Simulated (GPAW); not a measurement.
## Dielectric function and optical constants of LiF (Griceite)

Aim: the dielectric function of LiF (Griceite), and the optical constants that follow from it.

Program: GPAW 26.7.0. Level of theory: DFT, LDA, plane-wave PAW (GPAW data sets), scalar-relativistic, RPA, optical limit. Results are calculated unless marked as measured.

**1. Starting point**

It takes space group Fm-3m (No. 225, cubic). Conventional cell: a = 4.028 Å, b = 4.028 Å, c = 4.028 Å, α = 90.00°, β = 90.00°, γ = 90.00°. Nearest to F lie 6 Li at 2.01 Å. Nearest to Li lie 6 F at 2.01 Å. Farther neighbours and most contacts between anions are not listed.

Structure file:

```
F Li
1.0
     0.00000    2.01400    2.01400
     2.01400    0.00000    2.01400
     2.01400    2.01400    0.00000
F Li
1 1
Cartesian
  2.0140 2.0140 2.0140
  0.0000 0.0000 0.0000
```

**2. Ground state**

First the ground state: is it a metal or has it a gap?

This step: DFT, LDA, plane-wave PAW (GPAW data sets), scalar-relativistic, ground state (GPAW 26.7.0).

File gs.py:

```python
from ase import Atoms
from ase.dft.bandgap import bandgap
from gpaw import GPAW, PW, FermiDirac

atoms = Atoms(['F', 'Li'],
              cell=[[0.000000000000, 2.014000000000, 2.014000000000],
                    [2.014000000000, 0.000000000000, 2.014000000000],
                    [2.014000000000, 2.014000000000, 0.000000000000]],
              scaled_positions=[[0.500000000000, 0.500000000000, 0.500000000000],
                                [0.000000000000, 0.000000000000, 0.000000000000]],
              pbc=[True, True, True])
atoms.calc = GPAW(mode=PW(450), xc='LDA', kpts={'size': (10, 10, 10), 'gamma': True},
                  occupations=FermiDirac(0.05), maxiter=150, txt='gs.txt')
print('energy (eV)', atoms.get_potential_energy())
print('Fermi level (eV)', atoms.calc.get_fermi_level())
print('valence electrons', atoms.calc.get_number_of_electrons())
print('gap (eV)', bandgap(atoms.calc, output=None)[0])
print('direct gap (eV)', bandgap(atoms.calc, direct=True, output=None)[0])
atoms.calc.write('gs.gpw')
```

The run is started by

```bash
OMP_NUM_THREADS=1 python gs.py
```

Numbers of over 12 decimals in the logs are rounded to 6 here.

Log:

```text
__  _  _
 | _ |_)|_||  |
 |__||  | ||/\| - 26.7.0

Versions:
  Python: 3.12.14
  ASE:    3.29.0
  Numpy:  2.5.5
  Scipy:  1.18.1
  Libxc:  7.0.0

Input parameters:
  mode=PW(ecut=450.000000),
  kpts=MonkhorstPack(size=(10, 10, 10), gamma=True),
  maxiter=150,
  occupations=Occupations(name='fermi-dirac', width=0.05, fixmagmom=False),
  xc=XC(name='LDA')

Diagonalizing LCAO Hamiltonian
Converting LCAO to pw mode

              F

       Li

Atoms  # Å, Bohr magnetons
|   | symbol |        x |        y |        z |    initial magnetic moments |
| 0 |      F | 2.014000 | 2.014000 | 2.014000 | ( 0.0000,  0.0000,  0.0000) |
| 1 |     Li | 0.000000 | 0.000000 | 0.000000 | ( 0.0000,  0.0000,  0.0000) |

Unit cell  # Å
| periodic |        x |        y |        z |  lengths |    angles |
|      yes | 0.000000 | 2.014000 | 2.014000 | 2.848226 | 60.000000 |
|      yes | 2.014000 | 0.000000 | 2.014000 | 2.848226 | 60.000000 |
|      yes | 2.014000 | 2.014000 | 0.000000 | 2.848226 | 60.000000 |

Number of symmetries: 48
Symmetry operations  # r_c * U_cc + t_c -> r_c
|    | kind |            matrix            |
|  0 |  σ   |  1, 0, 0,  1, 0,-1,  1,-1, 0 |
|  1 |  C2  |  1, 0, 0,  1,-1, 0,  1, 0,-1 |
|  2 |  E   |  1, 0, 0,  0, 1, 0,  0, 0, 1 |
|  3 |  σ   |  1, 0, 0,  0, 0, 1,  0, 1, 0 |
|  4 |  C4  |  1, 0,-1,  1, 0, 0,  1,-1, 0 |
|  5 |  S6  |  1, 0,-1,  1,-1, 0,  1, 0, 0 |
|  6 |  σ   |  1, 0,-1,  0, 1,-1,  0, 0,-1 |
|  7 |  C3  |  1, 0,-1,  0, 0,-1,  0, 1,-1 |
|  8 |  S6  |  1,-1, 0,  1, 0, 0,  1, 0,-1 |
|  9 |  C4  |  1,-1, 0,  1, 0,-1,  1, 0, 0 |
| 10 |  C3  |  1,-1, 0,  0,-1, 1,  0,-1, 0 |
| 11 |  σ   |  1,-1, 0,  0,-1, 0,  0,-1, 1 |
| 12 |  σ   |  0, 1, 0,  1, 0, 0,  0, 0, 1 |
| 13 |  C4  |  0, 1, 0,  0, 1,-1, -1, 1, 0 |
| 14 |  C3  |  0, 1, 0,  0, 0, 1,  1, 0, 0 |
| 15 |  S6  |  0, 1, 0, -1, 1, 0,  0, 1,-1 |
| 16 |  C2  |  0, 1,-1,  1, 0,-1,  0, 0,-1 |
| 17 |  σ   |  0, 1,-1,  0, 1, 0, -1, 1, 0 |
| 18 |  S4  |  0, 1,-1,  0, 0,-1,  1, 0,-1 |
| 19 |  C4  |  0, 1,-1, -1, 1, 0,  0, 1, 0 |
| 20 |  C3  |  0, 0, 1,  1, 0, 0,  0, 1, 0 |
| 21 |  σ   |  0, 0, 1,  0, 1, 0,  1, 0, 0 |
| 22 |  S6  |  0, 0, 1,  0,-1, 1, -1, 0, 1 |
| 23 |  C4  |  0, 0, 1, -1, 0, 1,  0,-1, 1 |
| 24 |  S4  |  0, 0,-1,  1, 0,-1,  0, 1,-1 |
| 25 |  C3  |  0, 0,-1,  0, 1,-1,  1, 0,-1 |
| 26 |  C2  |  0, 0,-1,  0,-1, 0, -1, 0, 0 |
| 27 |  S6  |  0, 0,-1, -1, 0, 0,  0,-1, 0 |
| 28 |  S4  |  0,-1, 1,  1,-1, 0,  0,-1, 0 |
| 29 |  C4  |  0,-1, 1,  0, 0, 1, -1, 0, 1 |
| 30 |  C2  |  0,-1, 1,  0,-1, 0,  1,-1, 0 |
| 31 |  σ   |  0,-1, 1, -1, 0, 1,  0, 0, 1 |
| 32 |  C3  |  0,-1, 0,  1,-1, 0,  0,-1, 1 |
| 33 |  S6  |  0,-1, 0,  0, 0,-1, -1, 0, 0 |
| 34 |  S4  |  0,-1, 0,  0,-1, 1,  1,-1, 0 |
| 35 |  C2  |  0,-1, 0, -1, 0, 0,  0, 0,-1 |
| 36 |  C2  | -1, 1, 0,  0, 1, 0,  0, 1,-1 |
| 37 |  S6  | -1, 1, 0,  0, 1,-1,  0, 1, 0 |
| 38 |  S4  | -1, 1, 0, -1, 0, 1, -1, 0, 0 |
| 39 |  C3  | -1, 1, 0, -1, 0, 0, -1, 0, 1 |
| 40 |  S6  | -1, 0, 1,  0, 0, 1,  0,-1, 1 |
| 41 |  C2  | -1, 0, 1,  0,-1, 1,  0, 0, 1 |
| 42 |  C3  | -1, 0, 1, -1, 1, 0, -1, 0, 0 |
| 43 |  S4  | -1, 0, 1, -1, 0, 0, -1, 1, 0 |
| 44 |  C2  | -1, 0, 0,  0, 0,-1,  0,-1, 0 |
| 45 |  i   | -1, 0, 0,  0,-1, 0,  0, 0,-1 |
| 46 |  σ   | -1, 0, 0, -1, 1, 0, -1, 0, 1 |
| 47 |  C2  | -1, 0, 0, -1, 0, 1, -1, 1, 0 |

BZ-sampling:
  Number of BZ points: 1000
  Number of IBZ points: 47

  Monkhorst-Pack size: [10, 10, 10]
  Monkhorst-Pack shift: [0.05, 0.05, 0.05]

K-points  # in reciprocal-cell coordinates
|     |                                coordinates |     weight |
|   0 | (  0.00000000,   0.00000000,   0.00000000) | 0.00100000 |
|   1 | (  0.10000000,   0.10000000,   0.00000000) | 0.00600000 |
|   2 | (  0.10000000,   0.10000000,   0.10000000) | 0.00800000 |
|   3 | (  0.20000000,   0.10000000,   0.10000000) | 0.01200000 |
|   4 | (  0.20000000,   0.20000000,   0.00000000) | 0.00600000 |
|   5 | (  0.20000000,   0.20000000,   0.10000000) | 0.02400000 |
|   6 | (  0.20000000,   0.20000000,   0.20000000) | 0.00800000 |
|   7 | (  0.30000000,   0.20000000,   0.10000000) | 0.02400000 |
|   8 | (  0.30000000,   0.20000000,   0.20000000) | 0.02400000 |
|   9 | (  0.30000000,   0.30000000,   0.00000000) | 0.00600000 |
| ... |                                            |            |
|  46 | (  0.50000000,   0.50000000,   0.50000000) | 0.00400000 |

Plane wave coefficients: 364
Cutoff: 450.000000 eV

Spin-components: 1 (collinear spins)
Bands:           8
Projectors:      8
Spin-degeneracy: 2
Datatype:        complex128

Parallelization:
  kpt:    1
  domain: 1
  band:   1

Density:
  Valence electrons: 8.0
  Components: 1
  Grid points: [14 14 14]
  Charge: 0.0  # |e|

Potential:
  Grid points: [14 14 14]

species:
  F:
    name:    Fluorine
    id:
    Z:       9.0
    valence: 7
    core:    2
    charge:  0.0  # [|e|]
    compensation charges:
      type: gauss
      rc: 0.20  # [Å]
      lmax: 2
    cutoffs:
      filter: 1.14  # [Å]
      core: 0.74  # [Å]
    projectors
    | kind |    occ | energy [eV] | rcut [Å] |
    |   2s |  2.000 |     -29.647 |    0.635 |
    |   2p |  5.000 |     -11.293 |    0.635 |
    |    s |        |      -2.435 |    0.635 |
    |    p |        |      15.918 |    0.635 |
    |    d |        |       0.000 |    0.635 |

    Using partial waves for F as LCAO basis

  Li:
    name:    Lithium
    id:
    Z:       3.0
    valence: 1
    core:    2
    charge:  0.0  # [|e|]
    compensation charges:
      type: gauss
      rc: 0.33  # [Å]
      lmax: 2
    cutoffs:
      filter: 1.91  # [Å]
      core: 2.55  # [Å]
    projectors
    | kind |    occ | energy [eV] | rcut [Å] |
    |   2s |  1.000 |      -2.874 |    1.058 |
    |   2p |  0.000 |      -1.126 |    1.058 |
    |    s |        |      24.338 |    1.058 |

    Using partial waves for Li as LCAO basis

Reference energy: -2898.567588  # eV

eigensolver:
  PPCG
  Converge bands: occupied
  niter=2

density mixing:
  MSR1-Mixer
  Pratt-step length: 0.05
  Maximum mixing coefficient: 0.75
  Old densities: 10
  SVD Regularization: 0.005
  Good broyden scale: 1.0
  Trust region scale: 1.0
  Backstep threshold: 4.0
  History deletion threshold: 6.0
  Fourier metric: weight=20.0, sigma=0.015

occupation numbers:
  Fermi-Dirac:
    width: 0.0500  # eV

poisson solver:
  ecut: 3600.000000  # eV

xc functional:
  name: None

convergence criteria:
- Maximum [total energy] change in last 3 cyles: 0.0005 eV / valence electron
- Maximum integral of absolute [dens]ity change: 0.0001 electrons / valence electron
- Maximum integral of absolute [eigenst]ate change: 4e-08 eV^2 / valence electron
maximum number of iterations: 150

SCF iterations
|iter     |      energy | eigst |  dens |
|iter:   1||  -10.120701 | -0.76 |       |
|iter:   2||  -10.083261 | -3.13 | -1.12 |
|iter:   3||   -9.970022 | -1.88 | -1.17 |
|iter:   4||   -9.969181 | -3.90 | -1.58 |
|iter:   5||   -9.969294c| -4.15 | -1.95 |
|iter:   6||   -9.969303c| -6.81 | -3.11 |
|iter:   7||   -9.969305c| -7.10 | -3.46 |
|iter:   8||   -9.969305c| -8.54c| -5.28c|

Converged in 8 steps
SCF loop duration: 2.263 s (0.283 s/step)
Energy contributions relative to reference atoms: (reference = -2898.567588)

Energy contributions:
  Kinetic:           8.269099
  Coulomb:          -8.151976
  Zero:              0.216757
  External:          0.000000
  Xc:              -10.303185
  Entropy:          -0.000000
  Spinorbit:         0.000000
  ----------------------------
  Free energy:      -9.969305
  Extrapolated:     -9.969305

dipole moment: (-2.320192, -2.320192, -2.320192)  # |e|*Ang

Fermi level: 2.711
Eigenvalues  # (at kpt = [0.000, 0.000, 0.000])
| band index |      eig [eV] | occ [0-2] |
|          0 |       -20.790 |     2.000 |
|          1 |        -1.078 |     2.000 |
|          2 |        -1.078 |     2.000 |
|          3 |        -1.078 |     2.000 |
|          4 |         7.704 |     0.000 |
|          5 |        22.550 |     0.000 |
|          6 |        22.550 |     0.000 |
|          7 |        22.550 |     0.000 |

Gap: 8.781 eV
Transition (v -> c):
  (s=0, k=3, n=3, [0.20, 0.10, 0.10]) -> (s=0, k=0, n=4, [0.00, 0.00, 0.00])
Direct/indirect transitions are different
Direct gap: 8.782 eV
Transition at: (s=0, k=0, n=3, [0.00, 0.00, 0.00])

--- standard output ---
energy (eV) -9.969305
Fermi level (eV) 2.710945
valence electrons 8.0
gap (eV) 8.780955
direct gap (eV) 8.781956
```

It took 3.9 s on 1 thread of Arm Neoverse V1, shared host; peak memory 0.12 GiB.

Read-outs, printed or worked out from the files:

```
energy                 : -9.969 eV
Fermi energy           : 2.711 eV
gap on the k-mesh      : 8.781 eV
direct gap on the mesh : 8.782 eV
electrons              : 8
```

There is a gap, 8.78 eV on this mesh (points off the mesh can give less), so no carriers' term is needed.

**3. Bands for the response**

The response needs many more empty bands than the density does.

This step: DFT, LDA, plane-wave PAW (GPAW data sets), scalar-relativistic, bands at fixed density (GPAW 26.7.0).

File nscf.py:

```python
from ase.dft.bandgap import bandgap
from gpaw import GPAW, FermiDirac

calc = GPAW('gs.gpw').fixed_density(kpts={'size': (16, 16, 16), 'gamma': True}, nbands=22, convergence={'bands': 16},
                                    occupations=FermiDirac(0.001), txt='nscf.txt')
print('gap (eV)', bandgap(calc, output=None)[0])
print('direct gap (eV)', bandgap(calc, direct=True, output=None)[0])
print('top band over the Fermi level (eV)', min(calc.get_eigenvalues(kpt=k)[15] for k in range(len(calc.get_ibz_k_points()))) - calc.get_fermi_level())
calc.write('full.gpw', mode='all')
```

The run is started by

```bash
OMP_NUM_THREADS=1 python nscf.py
```

Log:

```text
Diagonalizing LCAO Hamiltonian
Converting LCAO to pw mode
convergence criteria:
- Maximum integral of absolute [eigenst]ate change: 4e-08 eV^2 / valence electron
maximum number of iterations: 150

SCF iterations
|iter     |      energy | eigst |  dens |
|iter:   1||             | +3.01 |       |
|iter:   2||             | +1.10 |       |
|iter:   3||             | -1.40 |       |
|iter:   4||             | -3.22 |       |
|iter:   5||             | -5.21 |       |
|iter:   6||             | -6.84 |       |
|iter:   7||             | -7.93c|       |
SCF steps: 7
  __  _  _
 | _ |_)|_||  |
 |__||  | ||/\| - 26.7.0

Versions:
  Python: 3.12.14
  ASE:    3.29.0
  Numpy:  2.5.5
  Scipy:  1.18.1
  Libxc:  7.0.0

Input parameters:
  mode=PW(ecut=450.000000),
  convergence={'bands': 16},
  gpts=array([14, 14, 14]),
  kpts=MonkhorstPack(size=(16, 16, 16), gamma=True),
  maxiter=150,
  nbands=22,
  occupations=Occupations(name='fermi-dirac', width=0.001, fixmagmom=False),
  parallel={},
  xc=XC(name='LDA')

--- standard output ---
gap (eV) 8.775926
direct gap (eV) 8.781956
top band over the Fermi level (eV) 38.226450
```

Elapsed: 16 s, on 1 thread; peak memory 0.15 GiB.

Read-outs, printed or worked out from the files:

```
gap on the k-mesh : 8.776 eV
```

[end of part 1 of 2]

[Machine, clock and banner lines and Python warnings are left out of the logs.]

[Logs are printed without paths, hosts, clocks, repeated set-up lines and the standing remarks that a program may print on its own settings, such as how far it seeks lower states.]

[Hosts, paths, dates, database ids (printed as entryN), source tags and the programs' standing remarks are cut or masked in the printed files.]
